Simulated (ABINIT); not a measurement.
**Al2O3 (Corundum): G0W0 with ABINIT, start to end**

How does a plane-wave GW calculation on Al2O3 (Corundum) run from the first input to the gap?

Program: ABINIT 10.8.3. Level of theory: PBE and many-body steps on it, plane waves. Results are calculated unless marked as measured.

**What was measured.**

- Gap 8.7 eV: optical band gap of host from absorption; optical absorption, quoted from earlier work; bulk crystal (high-purity reference sample) (quoted in “Multi-petahertz electron interference in Cr:Al2O3 solid-state material”, 2018, pmc:5906618).

This is a report of a sequence of runs, with most program output left out.

**1. Starting point**

The structure is trigonal, space group R-3c (No. 167). Conventional cell: a = 4.760 Å, b = 4.760 Å, c = 12.996 Å, α = 90.00°, β = 90.00°, γ = 120.00°. Nearest to Al lie 6 O at 1.85 to 1.97 Å. Nearest to O lie 4 Al at 1.85 to 1.97 Å. Farther neighbours and most contacts between anions are not listed.

The cell and positions come from the Crystallography Open Database and are kept as given unless a step says otherwise.

**2. Ground state**

This step: ABINIT 10.8.3; DFT, PBE, plane waves, norm-conserving pseudopotentials.

The ground-state density comes first.

Contents of run.abi:

```
acell 3*1.0 Angstrom
rprim 
  2.380249999995 1.374237978213 4.331866666707
  -2.380249999995 1.374237978213 4.331866666707
  -0.000000000000 -2.748475956495 4.331866666685
ntypat 2
znucl 13 8
natom 10
typat 1 1 1 1 2 2 2 2 2 2
xred 
  0.352160000000 0.352160000000 0.352160000000
  0.147840000000 0.147840000000 0.147840000000
  0.647840000000 0.647840000000 0.647840000000
  0.852160000000 0.852160000000 0.852160000000
  0.556680000000 0.943320000000 0.250000000000
  0.250000000000 0.556680000000 0.943320000000
  0.943320000000 0.250000000000 0.556680000000
  0.443320000000 0.056680000000 0.750000000000
  0.750000000000 0.443320000000 0.056680000000
  0.056680000000 0.750000000000 0.443320000000
pp_dirpath "pseudos"
pseudos "Al.upf, O.upf"
ecut 36
ngkpt 6 6 6
nshiftk 1
shiftk 0 0 0
kptopt 1
chksymbreak 0
nband 33
occopt 1
tolvrs 1e-10
nstep 60
prtwf 0
optforces 0
optstress 0
indata_prefix "in"
outdata_prefix "out"
tmpdata_prefix "tmp"
```

Started as:

```bash
$ OMP_NUM_THREADS=1 mpirun -n 8 abinit run.abi > log
```

It took 1.7 min on 8 MPI ranks of AMD EPYC 7R43, shared host; peak memory 0.99 GiB.

This step gave:

```yaml
total_energy: -2969.2589 eV
gap: 6.266 eV
k_of_the_valence_top: 0, 0, 0
k_of_the_conduction_bottom: 0, 0, 0
least_direct_gap: 6.266 eV
```

The gap is direct, at Γ.

**3. Empty states on the mesh, 4×4×4 mesh, 112 bands**

The sums over transitions need many empty states on a uniform mesh; this step solves for them.

Changes to run.abi since step 2:

```diff
@@ -23,3 +23,3 @@
 ecut 36
-ngkpt 6 6 6
+ngkpt 4 4 4
 nshiftk 1
@@ -28,9 +28,10 @@
 chksymbreak 0
-nband 33
-occopt 1
-tolvrs 1e-10
+iscf -2
+irdden 1
+istwfk *1
+nband 112
+nbdbuf 10
+tolwfr 1e-09
 nstep 60
-prtwf 0
-optforces 0
-optstress 0
+prtvol 0
 indata_prefix "in"
```

Run time: 1.8 min. Hardware: 8 MPI ranks; peak memory 0.82 GiB.

Numbers from this step:

| Property | Result |
| --- | --- |
| gap | 6.266 eV |
| k of the valence top | 0, 0, 0 |
| k of the conduction bottom | 0, 0, 0 |
| least direct gap | 6.266 eV |
| k points computed | 13 |
| lowest point of the top converged band, above the valence top | 47.10 eV |

On this mesh the gap is 6.266 eV.

**4. Screening, 4×4×4 mesh, 102 bands, screening to 106.1 eV**

The RPA dielectric matrix is built and inverted for each q.

This step: RPA screening on PBE, plane waves, norm-conserving pseudopotentials.

Changes to run.abi since step 3:

```diff
@@ -28,10 +28,11 @@
 chksymbreak 0
-iscf -2
-irdden 1
 istwfk *1
-nband 112
-nbdbuf 10
-tolwfr 1e-09
-nstep 60
-prtvol 0
+occopt 1
+irdwfk 1
+optdriver 3
+nband 102
+ecuteps 3.9
+inclvkb 2
+awtr 1
+symchi 1
 indata_prefix "in"
```

Wall time 4.3 min (8 MPI ranks); peak memory 3.9 GiB; 35 min of CPU time.

This step gave:

```
ε∞ with local fields, on this mesh, along the program's q direction : 3.053
the same without local fields                                       : 3.236
plasma frequency                                                    : 27.90 eV
plane waves in the screening matrix                                 : 205
```

Local fields lower ε∞ by 6 %.

**5. Self-energy, 4×4×4 mesh, 102 bands, screening to 106.1 eV**

The self-energy is evaluated for the states that the input lists, and the levels follow from it, in one-shot runs by the linearised quasiparticle equation.

This step: G0W0 on PBE, plane waves, norm-conserving pseudopotentials.

Changes to run.abi since step 4:

```diff
@@ -31,8 +31,15 @@
 irdwfk 1
-optdriver 3
+optdriver 4
 nband 102
+gwcalctyp 0
+ecutsigx 36
+symsigma 1
+nkptgw 1
+kptgw 
+  0.0000000000 0.0000000000 0.0000000000
+bdgw 
+  22 26
 ecuteps 3.9
-inclvkb 2
-awtr 1
-symchi 1
+irdscr 1
+ppmodel 1
 indata_prefix "in"
```

The job ended after 13 s (8 MPI ranks; peak memory 2.1 GiB).

Numbers from this step:

| Quantity | Value |
| --- | --- |
| G0W0 gap on the points computed | 8.425 eV |
| starting gap on the mesh | 6.266 eV |
| k of the valence top | 0, 0, 0 |
| k of the conduction bottom | 0, 0, 0 |
| Z at the valence top | 0.821 |
| Z at the conduction bottom | 0.857 |
| least direct G0W0 gap on the computed points | 8.425 eV |

The gap on the mesh goes from 6.27 eV to 8.43 eV, a correction of +2.16 eV.

Limits: finite bands, cutoff and mesh. v1 is the top filled band, c1 the lowest empty one. Levels before and after the correction, in eV, zero at the valence-band top of each column:

```tsv
	conduction bottom	valence top
Kohn-Sham	6.27	0.00
G0W0	8.43	0.00
```

```tsv
	level	energy (eV)
Kohn-Sham	Γ v3-v2	-0.045
Kohn-Sham	Γ v1	0.000
Kohn-Sham	Γ c1	6.266
Kohn-Sham	Γ c2	9.188
G0W0	Γ v3-v2	-0.031
G0W0	Γ v1	0.000
G0W0	Γ c1	8.425
G0W0	Γ c2	11.421
```

**6. Where the time went**

Times are wall times on 8 MPI ranks of AMD EPYC 7R43, shared host, good to a factor of about two.

```tsv
step	time	share	memory (GiB)
ground state	1.7 min	21 %	0.99
empty states on the mesh	1.8 min	23 %	0.82
screening	4.3 min	54 %	3.9
self-energy	13 s	3 %	2.1
```

**7. Results**

| Property | Result |
| --- | --- |
| PBE gap | 6.27 eV, direct |
| G0W0 gap on the mesh | 8.43 eV |
| GW settings | 4×4×4 mesh, 102 bands, screening to 106.1 eV, Godby-Needs plasmon pole |
| known limits | not at the basis limit |

**Reading.** G0W0 moves the gap on the mesh from 6.27 eV to 8.43 eV (+2.16 eV), with Z of 0.82 and 0.86 at the edges. Local fields lower the RPA ε∞ on this mesh from 3.24 to 3.05. Only 1 of the mesh's irreducible points was corrected, so a valley elsewhere could overtake. The dearest step here is «screening». Against experiment, by G0W0@PBE: the gap of 8.43 eV lies −0.27 eV from the measured 8.7 eV (optical, quoted 2018). An exciton line or allowed optical edge lies below the quasiparticle gap by the binding energy; a forbidden edge can push the onset above it. The calculation has static nuclei and no excitons; a measured gap holds zero-point and thermal motion, which mostly lowers it. Bands and cutoff are finite, so the gap is not at the basis limit. The miss can reach some tenths of an eV and take either sign; the mesh is an error of its own. In the G0W0 run levels were corrected at 1 k point alone, so a gap called «on the mesh» is the least over those, and an edge elsewhere would be missed.

[Paths, hosts, dates, memory and timing lines, banners, echoed tables and standing remarks are left out of the program output.]

[Logs are printed without paths, hosts, clocks, repeated set-up lines and the standing remarks that a program may print on its own settings, such as how far it seeks lower states.]

[Runs of the session that timed out or met a known fault of the program may be left out.]

[Hosts, paths, dates, database ids (printed as entryN), source tags and the programs' standing remarks are cut or masked in the printed files.]

[G0W0 gaps are taken among the corrected bands and points alone; a level outside them can change the order at an edge.]

[Where Ansatz stands beside ABINIT at settings called matched, ABINIT's density can come from a denser mesh and the files from another edition; pairs whose starting gaps differed by over 0.03 eV were left out, so agreement reads better than it is.]
